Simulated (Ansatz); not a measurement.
**HfTi2 in the C11b ordering: lattice stability ahead of a resistivity run**

The plan: relax HfTi2 in the C11b ordering, check its phonons, and, if the lattice is stable, compute its Eliashberg function and ρ(T).

Program: Ansatz 0.2.0. Level of theory: DFT PBE, scalar-relativistic, plane waves, PAW. Results are calculated unless marked as measured.

The structure was built from a prototype and need not be the compound's stable phase.

### Step 1. Set-up

It takes space group I4/mmm (No. 139, tetragonal). Conventional cell: a = 3.377 Å, b = 3.377 Å, c = 10.130 Å, α = 90.00°, β = 90.00°, γ = 90.00°. Nearest to Hf lie 8 Ti at 2.92 Å. Nearest to Ti lie 4 Ti at 2.92 Å and 4 Hf at 2.92 Å. Farther neighbours are not listed.

As a file:

```cif
data_structure
_symmetry_space_group_name_H-M 'I4/mmm'
_symmetry_Int_Tables_number 139
_cell_length_a 3.3767
_cell_length_b 3.3767
_cell_length_c 10.1301
_cell_angle_alpha 90.000
_cell_angle_beta 90.000
_cell_angle_gamma 90.000
_cell_volume 115.51
loop_
_atom_site_label
_atom_site_type_symbol
_atom_site_symmetry_multiplicity
_atom_site_Wyckoff_symbol
_atom_site_fract_x
_atom_site_fract_y
_atom_site_fract_z
_atom_site_occupancy
Hf1 Hf 2 a 0.00000 0.00000 0.00000 1
Ti1 Ti 4 e 0.00000 0.00000 0.33333 1
```

### Step 2. Rough relaxation

The start is far from rest, so a relaxation with loose thresholds does the first part.

The input, input.yaml:

```yaml
crystal:
  lattice:
    - [3.37671, 0.0, 0.0]
    - [0.0, 3.37671, 0.0]
    - [1.68836, 1.68836, 5.06507]
  atoms:
    - { symbol: Hf, position: [0.0, 0.0, 0.0] }
    - { symbol: Ti, position: [0.66666667, 0.66666667, 0.66666667] }
    - { symbol: Ti, position: [0.33333333, 0.33333333, 0.33333333] }
kpoints:
  mp_grid: { grid: [6, 6, 6] }
hamiltonian:
  xc: pbe
scf:
  occupations: { method: gaussian, width: 0.1 }
output:
  forces: true
  stress: true
  eigenvalues: true
relax:
  adjacent_minimum: "off"
  f_tol: 0.05
  max_steps: 80
  cell: { stress_tol: 0.5 }
```

On the command line:

```console
> ansatz run input.yaml --threads 4 --pin off --max-ram 8192MiB --backend cpu --events-out ev --progress --plain --runs-dir out
```

Numbers of over 12 decimals in the logs are rounded to 6 here.

The log of the run:

```text
The last accepted step is kept in <dir> (removed where the run ends without a failure and the disk answers)
Engine: ansatz 0.2.0, x86_64-unknown-linux-gnu
Pseudopotentials: kind: paw
Pseudopotential: Hf, paw, valence charge 26, recommended cutoff 420 eV (normal), Hf.paw.azcp
Pseudopotential: Ti, paw, valence charge 12, recommended cutoff 420 eV (normal), Ti.paw.azcp
Functional definition: PBE
  parameter kappa = 0.804
  parameter beta = 0.066725
  exchange = pbe_x(kappa = kappa, mu = beta*pi^2/3)
  correlation = pbe_c(beta = beta)
Crystal: 3 atoms, lattice volume = 57.753 Å³
Basis set: ecut = 420 eV, 1157 PW (Γ), exchange–correlation on 48×48×80 points (8 copies of the dense FFT grid, shifted against one another)
Bands: 30, of which v1, the nominal top of the filled ones, is band 25 counted from 1 (24 counted from 0)
Symmetry: 16 space group operations
Space group: I4/mmm (ITA 139), of the structure as read, at distance tolerance 3.9e-5 Å
k-points: 30 of 216
Non-local potential: Hf, projectors of the file, l = 0: 3, l = 1: 2, l = 2: 2, l = 3: 3
Non-local potential: Ti, projectors of the file, l = 0: 3, l = 1: 2, l = 2: 3, l = 3: 1
PAW form: soft (Blöchl's): semilocal exchange-correlation on the pseudo side does not see the compensation charge
PAW one-centre angular grid: Hf, 590 points (default); XC on 64 Gauss nodes
PAW one-centre angular grid: Ti, 590 points (default); XC on 64 Gauss nodes
Initial density: superposition of atomic densities (neutral atoms: chi_scale 0, normalization atom), corrected by the library's trained network
Initial wavefunctions: pseudopotential atomic-orbital guess
Functional: x = pbe(κ = 0.804, μ = 0.219515), c = pbe(β = 0.066725)
SCF iter   1: F=—  HF=-20720.255427 eV  |F-HF|=—  |Δ(HF+E_count)|=         —  Δρ=3.70e-3  dr2=1.96e-2  ethr=1.77e-3  ⟨swp⟩=3.2  Hψ=2803  notcnv=0
preconditioner: auto → Kerker (q_TF=auto, 2.664 Å⁻¹)  [metal: Δε(μ)=0.034 eV  Ē_g=7.971 eV  σ=0.100 eV  W_gap=0.19  n_scr=24 (ndim 8)  ℏωp=24.9 eV  f_vac=0.000  D(μ)=6.81/eV (n_scr^D=110)]
SCF iter   2: F=—  HF=-20720.253892 eV  |F-HF|=—  |Δ(HF+E_count)|=   1.53e-3  Δρ=1.67e-3  dr2=3.57e-3  ethr=3.92e-5  ⟨swp⟩=1.2  Hψ=1146  notcnv=0
SCF iter   3: F=—  HF=-20720.253440 eV  |F-HF|=—  |Δ(HF+E_count)|=   4.52e-4  Δρ=5.04e-4  dr2=1.97e-4  ethr=7.15e-6  ⟨swp⟩=2.0  Hψ=1026  notcnv=0
SCF iter   4: F=—  HF=-20720.253417 eV  |F-HF|=—  |Δ(HF+E_count)|=   2.29e-5  Δρ=2.65e-4  dr2=5.13e-5  ethr=3.94e-7  ⟨swp⟩=2.1  Hψ=1632  notcnv=0
SCF iter   5: F=—  HF=-20720.253349 eV  |F-HF|=—  |Δ(HF+E_count)|=   6.81e-5  Δρ=8.61e-5  dr2=5.12e-6  ethr=1.03e-7  ⟨swp⟩=2.0  Hψ=1376  notcnv=0
SCF iter   6: F=-20720.253348 eV  HF=-20720.253348 eV  |F-HF|=3.16e-9  |Δ(HF+E_count)|=   1.04e-6  Δρ=1.35e-5  dr2=8.47e-8  ethr=2.00e-10  ⟨swp⟩=4.4  Hψ=3895  notcnv=0
SCF 1 converged in 6 iterations: F = -20720.253348 eV  dr2 = 8.47e-8
  greatest PAW one-centre occupation: 0.999 electrons in one spin orbital (limit 2), on the Ti atom at site 2 (counted from 0), in its partial waves of l = 0
relax step   1: F+E_penalty+E_count = -20720.25334771 eV  Δ(F+E_penalty+E_count) = +0.000e0 eV  max|allowed force component| = 6.613e-1 eV/Å  Δτ_max = 0.0000 Å  P = -1.663 GPa  Ω = 57.753 Å³  (6 SCF iters, dr2 threshold 1.00e-7 eV, accepted)
Crystal: 3 atoms, lattice volume = 55.604 Å³
Basis set: ecut = 420 eV, 1093 PW (Γ), exchange–correlation on 48×48×80 points (8 copies of the dense FFT grid, shifted against one another)
Initial density: handed on by an earlier stage of this run
Initial wavefunctions: those handed on with the density
SCF iter   1: F=—  HF=-20720.635861 eV  |F-HF|=—  |Δ(HF+E_count)|=         —  Δρ=3.25e-2  dr2=2.36e0  ethr=3.10e-3  ⟨swp⟩=6.9  Hψ=3964  notcnv=0
preconditioner: auto → Kerker (q_TF=auto, 2.680 Å⁻¹)  [metal: Δε(μ)=0.025 eV  Ē_g=7.965 eV  σ=0.100 eV  W_gap=0.14  n_scr=24 (ndim 8)  ℏωp=25.4 eV  f_vac=0.000  D(μ)=4.43/eV (n_scr^D=54)]
SCF iter   2: F=—  HF=-20720.422125 eV  |F-HF|=—  |Δ(HF+E_count)|=   2.14e-1  Δρ=1.43e-2  dr2=5.49e-1  ethr=3.10e-3  ⟨swp⟩=2.0  Hψ=1246  notcnv=0  defer=7
SCF iter   3: F=—  HF=-20720.355276 eV  |F-HF|=—  |Δ(HF+E_count)|=   6.68e-2  Δρ=2.79e-3  dr2=6.21e-3  ethr=1.10e-3  ⟨swp⟩=2.1  Hψ=1209  notcnv=0  defer=8
SCF iter   4: F=—  HF=-20720.352130 eV  |F-HF|=—  |Δ(HF+E_count)|=   3.15e-3  Δρ=2.18e-3  dr2=3.17e-3  ethr=1.24e-5  ⟨swp⟩=2.0  Hψ=1670  notcnv=0  defer=8
SCF iter   5: F=—  HF=-20720.351066 eV  |F-HF|=—  |Δ(HF+E_count)|=   1.06e-3  Δρ=1.00e-3  dr2=6.89e-4  ethr=6.34e-6  ⟨swp⟩=2.0  Hψ=1237  notcnv=0  defer=8
SCF iter   6: F=—  HF=-20720.350900 eV  |F-HF|=—  |Δ(HF+E_count)|=   1.65e-4  Δρ=2.84e-4  dr2=7.60e-5  ethr=1.38e-6  ⟨swp⟩=2.0  Hψ=1035  notcnv=0  defer=8
SCF iter   7: F=—  HF=-20720.350871 eV  |F-HF|=—  |Δ(HF+E_count)|=   2.98e-5  Δρ=7.20e-5  dr2=3.58e-6  ethr=1.52e-7  ⟨swp⟩=2.4  Hψ=1485  notcnv=0  defer=8
SCF iter   8: F=-20720.350869 eV  HF=-20720.350869 eV  |F-HF|=9.46e-8  |Δ(HF+E_count)|=   1.89e-6  Δρ=1.25e-5  dr2=1.26e-7  ethr=6.00e-10  ⟨swp⟩=4.9  Hψ=4104  notcnv=0
SCF 2 converged in 8 iterations: F = -20720.350869 eV  dr2 = 1.26e-7
relax step   2: F+E_penalty+E_count = -20720.35086868 eV  Δ(F+E_penalty+E_count) = -9.752e-2 eV  max|allowed force component| = 8.816e-2 eV/Å  Δτ_max = 0.1477 Å  P = +2.757 GPa  Ω = 55.604 Å³  energy of the carried Pulay correction = +3.055e-4 eV  (8 SCF iters, dr2 threshold 3.00e-7 eV, accepted)
Crystal: 3 atoms, lattice volume = 61.729 Å³
Basis set: ecut = 420 eV, 1209 PW (Γ), exchange–correlation on 48×48×80 points (8 copies of the dense FFT grid, shifted against one another)
SCF iter   1: F=—  HF=-20720.508166 eV  |F-HF|=—  |Δ(HF+E_count)|=         —  Δρ=3.16e-2  dr2=2.00e0  ethr=3.10e-3  ⟨swp⟩=8.7  Hψ=4133  notcnv=0
preconditioner: auto → Kerker (q_TF=auto, 2.634 Å⁻¹)  [metal: Δε(μ)=0.054 eV  Ē_g=8.196 eV  σ=0.100 eV  W_gap=0.29  n_scr=24 (ndim 8)  ℏωp=24.1 eV  f_vac=0.000  D(μ)=3.65/eV (n_scr^D=32)]
SCF iter   2: F=—  HF=-20720.340149 eV  |F-HF|=—  |Δ(HF+E_count)|=   1.68e-1  Δρ=1.21e-2  dr2=3.44e-1  ethr=3.10e-3  ⟨swp⟩=2.1  Hψ=1255  notcnv=0  defer=10
SCF iter   3: F=—  HF=-20720.308920 eV  |F-HF|=—  |Δ(HF+E_count)|=   3.12e-2  Δρ=3.27e-3  dr2=1.07e-2  ethr=6.88e-4  ⟨swp⟩=2.2  Hψ=1397  notcnv=0  defer=11
SCF iter   4: F=—  HF=-20720.299957 eV  |F-HF|=—  |Δ(HF+E_count)|=   8.96e-3  Δρ=2.30e-3  dr2=3.87e-3  ethr=2.15e-5  ⟨swp⟩=2.2  Hψ=1454  notcnv=0  defer=11
SCF iter   5: F=—  HF=-20720.299436 eV  |F-HF|=—  |Δ(HF+E_count)|=   5.21e-4  Δρ=7.26e-4  dr2=4.52e-4  ethr=7.73e-6  ⟨swp⟩=2.0  Hψ=1637  notcnv=0  defer=11
SCF iter   6: F=—  HF=-20720.299274 eV  |F-HF|=—  |Δ(HF+E_count)|=   1.62e-4  Δρ=2.04e-4  dr2=1.76e-5  ethr=9.03e-7  ⟨swp⟩=2.0  Hψ=1611  notcnv=0  defer=11
SCF iter   7: F=—  HF=-20720.299293 eV  |F-HF|=—  |Δ(HF+E_count)|=   1.97e-5  Δρ=5.35e-5  dr2=1.95e-6  ethr=3.53e-8  ⟨swp⟩=2.7  Hψ=1615  notcnv=0  defer=11
SCF iter   8: F=-20720.299292 eV  HF=-20720.299292 eV  |F-HF|=1.18e-7  |Δ(HF+E_count)|=   1.04e-6  Δρ=2.01e-5  dr2=2.88e-7  ethr=6.00e-10  ⟨swp⟩=7.9  Hψ=4602  notcnv=0
SCF 3 converged in 8 iterations: F = -20720.299292 eV  dr2 = 2.88e-7
relax step   3: F+E_penalty+E_count = -20720.29929225 eV  Δ(F+E_penalty+E_count) = +5.158e-2 eV  max|allowed force component| = 4.934e-1 eV/Å  Δτ_max = 0.1560 Å  P = -6.475 GPa  Ω = 61.729 Å³  energy of the carried Pulay correction = -5.362e-4 eV  (8 SCF iters, dr2 threshold 3.00e-7 eV, rejected (line search))
[...]
relax step   4: F+E_penalty+E_count = -20720.41497599 eV  Δ(F+E_penalty+E_count) = -6.411e-2 eV  max|allowed force component| = 2.399e-1 eV/Å  Δτ_max = 0.0399 Å  P = -0.350 GPa  Ω = 57.335 Å³  energy of the carried Pulay correction = +5.843e-5 eV  (9 SCF iters, accepted)
[...]
relax step   5: F+E_penalty+E_count = -20720.43428721 eV  Δ(F+E_penalty+E_count) = -1.931e-2 eV  max|allowed force component| = 3.130e-1 eV/Å  Δτ_max = 0.0675 Å  P = -0.623 GPa  Ω = 57.691 Å³  energy of the carried Pulay correction = +8.645e-6 eV  (7 SCF iters, dr2 threshold 3.00e-7 eV, accepted)
[...]
relax step   6: F+E_penalty+E_count = -20720.44234027 eV  Δ(F+E_penalty+E_count) = -8.053e-3 eV  max|allowed force component| = 2.840e-2 eV/Å  Δτ_max = 0.0311 Å  P = +1.154 GPa  Ω = 56.595 Å³  energy of the carried Pulay correction = +1.631e-4 eV  (8 SCF iters, dr2 threshold 3.00e-7 eV, accepted)
[...]
relax step   7: F+E_penalty+E_count = -20720.44638702 eV  Δ(F+E_penalty+E_count) = -4.047e-3 eV  max|allowed force component| = 2.662e-2 eV/Å  Δτ_max = 0.0037 Å  P = +0.172 GPa  Ω = 57.113 Å³  energy of the carried Pulay correction = +8.976e-5 eV  (6 SCF iters, dr2 threshold 3.00e-7 eV, accepted)
Basis set: ecut = 420 eV, 1105 PW (Γ), exchange–correlation on 48×48×72 points (8 copies of the dense FFT grid, shifted against one another)
Initial wavefunctions: pseudopotential atomic-orbital guess (no wavefunctions were taken with the density)
iter 1 solved again at ethr=9.60e-9 eV; its pass at ethr=3.10e-3 eV (dr2=4.80e-6 eV) is discarded
SCF iter   1: F=—  HF=-20720.446095 eV  |F-HF|=—  |Δ(HF+E_count)|=         —  Δρ=1.94e-4  dr2=7.21e-7  ethr=9.60e-9  ⟨swp⟩=3.0  Hψ=5451  notcnv=0
preconditioner: auto → Kerker (q_TF=auto, 2.668 Å⁻¹)  [metal: Δε(μ)=0.022 eV  Ē_g=8.305 eV  σ=0.100 eV  W_gap=0.12  n_scr=16 (ndim 8)  ℏωp=25.1 eV  f_vac=0.000  D(μ)=4.62/eV (n_scr^D=52)]
SCF iter   2: F=—  HF=-20720.446177 eV  |F-HF|=—  |Δ(HF+E_count)|=   8.28e-5  Δρ=9.93e-5  dr2=2.14e-7  ethr=1.44e-9  ⟨swp⟩=2.0  Hψ=994  notcnv=0
SCF iter   3: F=—  HF=-20720.446189 eV  |F-HF|=—  |Δ(HF+E_count)|=   1.14e-5  Δρ=8.92e-6  dr2=1.41e-8  ethr=4.28e-10  ⟨swp⟩=2.1  Hψ=1467  notcnv=0
iter 4 did not close the SCF: its close was put off for the readings that it lacked (scf_convergence_deferred on its scf_iter line)
SCF iter   4: F=-20720.446189 eV  HF=-20720.446189 eV  |F-HF|=1.09e-10  |Δ(HF+E_count)|=   4.27e-8  Δρ=2.14e-6  dr2=2.00e-9  ethr=2.81e-11  ⟨swp⟩=2.3  Hψ=1661  notcnv=0
iter 5 did not close the SCF: its close was put off for the readings that it lacked (scf_convergence_deferred on its scf_iter line)
SCF iter   5: F=-20720.446189 eV  HF=-20720.446189 eV  |F-HF|=1.46e-10  |Δ(HF+E_count)|=  3.71e-10  Δρ=8.14e-7  dr2=4.14e-10  ethr=4.00e-12  ⟨swp⟩=2.0  Hψ=1016  notcnv=0
SCF iter   6: F=-20720.446189 eV  HF=-20720.446189 eV  |F-HF|=0.00e0  |Δ(HF+E_count)|=  6.55e-11  Δρ=1.31e-7  dr2=1.25e-11  ethr=1.00e-12  ⟨swp⟩=2.5  Hψ=2779  notcnv=0
SCF 8 converged in 6 iterations: F = -20720.446189 eV  dr2 = 1.25e-11
relax step   8: F+E_penalty+E_count = -20720.44618890 eV  Δ(F+E_penalty+E_count) = +1.981e-4 eV  max|allowed force component| = 2.646e-2 eV/Å  Δτ_max = 0.0000 Å  P = +0.177 GPa  Ω = 57.113 Å³  stress off target by 2.77e-1 GPa  SCF on the basis re-selected at this cell (its energy is not comparable with the rows above)  (6 SCF iters)
basis re-selected at this cell: Δ(F+E_penalty+E_count) = +1.981e-4 eV, ΔP = +0.005 GPa vs the last step (what re-selecting the basis moved, of the pressure what is left beyond the Pulay correction that the steps carried, after the strain that the cell walked since its last selection, with what the two solves' SCF thresholds leave and, on support functions, any second-order correction that the steps lacked; it is no measure of the basis error at this ecutwfc). The dense FFT grid was sized anew with the basis: this SCF ran on 24×24×36 points, the steps before it on 24×24×40, so part of this shift can come from that change (see relax.cell in the input reference). [rest of the remark cut]
SCF converged after 6 iterations
Free energy (F): -20720.446189 eV
Harris-Foulkes:  -20720.446189 eV  (|F-HF|=0.00e0)
Internal energy: -20720.423070 eV  (E = F + TS)
E sigma→0 (E₀):  -20720.434629 eV
Entropy (-TS):   -0.023119 eV (-7.706 meV/atom)
Fermi energy:    15.664430 eV
--- Per-component energies (eV) ---
  E_band       = -320.024499
  E_kinetic    = 970.095108
  E_local      = -7194.949689  (includes V_loc(G=0)·N_el)
  E_nonlocal   = -1227.332454
  E_hartree    = 3281.456445
  E_xc         = -495.064679
  E_vxc        = -510.105647  (∫ρ·V_xc dr)
  E_paw        = -9023.520218  (= ΣΔE_a)
  E_vpaw       = 1079.355097  (= ΣTr[D̂ρ^β])
  E_aug_tail   = 0.000261  (compensation charges beyond the density's cutoff)
  E_ewald      = -7031.107845
  E_smearing   = -0.023119  (= −TS)
  E_closure    = 0.000000  (closes the sum)
  Σ components = -20720.446189   (vs F -20720.446189, Δ=0.00e0)
--- Forces (eV/Å), atoms counted from 1 ---
  atom   1  Hf    -0.00000000    -0.00000000     0.00000000
  atom   2  Ti     0.00000001     0.00000001     0.02645884
  atom   3  Ti    -0.00000001    -0.00000001    -0.02645884
  max |Σ_I F_I| component: 3.47e-18 eV/Å
--- Stress (GPa, compression-positive) ---
        0.276932      -0.000000      -0.000000
       -0.000000       0.276932      -0.000000
       -0.000000      -0.000000      -0.023309
  P = ⅓ Tr σ = 0.1769 GPa (1.769 kbar)
--- Band table (eV; the first three rows and the last of 30) ---
  k-point 0: bands = [... 21 lower, 14.1766, 14.6723, 14.7974, 16.0729, 17.1594, 17.1594, 17.1717, 17.1717, ... 1 higher]
  k-point 1: bands = [... 21 lower, 13.7782, 14.3488, 15.3887, 16.1285, 16.7907, 16.7907, 17.1096, 17.1096, ... 1 higher]
  k-point 2: bands = [... 21 lower, 13.4015, 13.8289, 16.2549, 16.2913, 16.4090, 16.4090, 17.0112, 17.0112, ... 1 higher]
  k-point 29: bands = [... 21 lower, 14.3855, 14.6428, 15.2973, 15.6581, 15.9171, 16.1146, 16.2694, 17.7307, ... 1 higher]
--- Relaxed structure (7 steps of the walk, 6 accepted, 1 SCFs on fresh bases) ---
  F+E_penalty+E_count = -20720.44618890 eV   max|allowed force component| = 2.646e-2 eV/Å   (the final SCF, on the basis selected at the relaxed cell)
  cell:  # Å, volume = 57.1129 Å³
    - [3.449628, -4.2019627523649443e-13, -1.702655871758927e-6]
    - [-4.2019627523279584e-13, 3.449628, -1.702655871751435e-6]
    - [1.724817, 1.724817, 4.799426]
  atoms:
    - { symbol: Hf, position: [-2.283260327067449e-19, -2.2832439959717415e-19, 4.56650082749788e-19] }
    - { symbol: Ti, position: [0.688416, 0.688416, 0.623168] }
    - { symbol: Ti, position: [0.311584, 0.311584, 0.376832] }
```

It took 6.2 s on 4 threads of Intel Xeon Platinum 8488C (Sapphire Rapids), shared host; peak memory 0.46 GiB.

Relaxation path:

| step | energy less that of the first step (eV) | largest force component (eV/Å) | pressure (GPa) | volume (Å³) |
| --- | --- | --- | --- | --- |
| 1 | 0.0000 | 0.6613 | -1.66 | 57.75 |
| 2 | -0.0975 | 0.0882 | 2.76 | 55.60 |
| 3 | -0.0459 | 0.4934 | -6.47 | 61.73 |
| 4 | -0.1616 | 0.2399 | -0.35 | 57.34 |
| 5 | -0.1809 | 0.3130 | -0.62 | 57.69 |
| 6 | -0.1890 | 0.0284 | 1.15 | 56.60 |
| 7 | -0.1930 | 0.0266 | 0.17 | 57.11 |
| 8* | -0.1928 | 0.0265 | 0.18 | 57.11 |

Relaxation steps marked * repeat the geometry before them on a plane-wave basis chosen anew for their cell, so energy and pressure can jump there. Relaxation step 3 was tried and not accepted.

The run keeps the 16 symmetry operations that it works with, so distortions that break them were not tested.

| conventional cell, symmetrised | before | after | change |
| --- | --- | --- | --- |
| a (Å) | 3.377 | 3.450 | +2.2 % |
| b (Å) | 3.377 | 3.450 | +2.2 % |
| c (Å) | 10.130 | 9.599 | -5.2 % |
| volume (Å³/atom) | 19.25 | 19.04 | -1.1 % |

The atoms that moved most (Å, as changes of fractional coordinates times the final cell):

| atom | dx | dy | dz | length |
| --- | --- | --- | --- | --- |
| Ti2 | 0.000 | 0.000 | -0.209 | 0.209 |
| Ti3 | 0.000 | 0.000 | 0.209 | 0.209 |

The relaxed structure:

```
Hf Ti
1.0
     3.44963    0.00000    0.00000
     0.00000    3.44963    0.00000
     1.72482    1.72482    4.79943
Hf Ti
1 2
Direct
  0.00000 0.00000 0.00000
  0.68842 0.68842 0.62317
  0.31158 0.31158 0.37683
```

This step gave:

| Property | Result |
| --- | --- |
| pressure | 0.1769 GPa |
| volume per atom | 19.04 Å³ |
| metallic on mesh | yes |
| gap on the k-mesh | 0 eV |

The largest force is now 0.026 eV/Å and the largest stress component 0.28 GPa.

(Part 1 of 3 ends here.)

[Logs are printed without paths, hosts, clocks, repeated set-up lines and the standing remarks that a program may print on its own settings, such as how far it seeks lower states.]

[Hosts, paths, dates, database ids (printed as entryN), source tags and the programs' standing remarks are cut or masked in the printed files.]
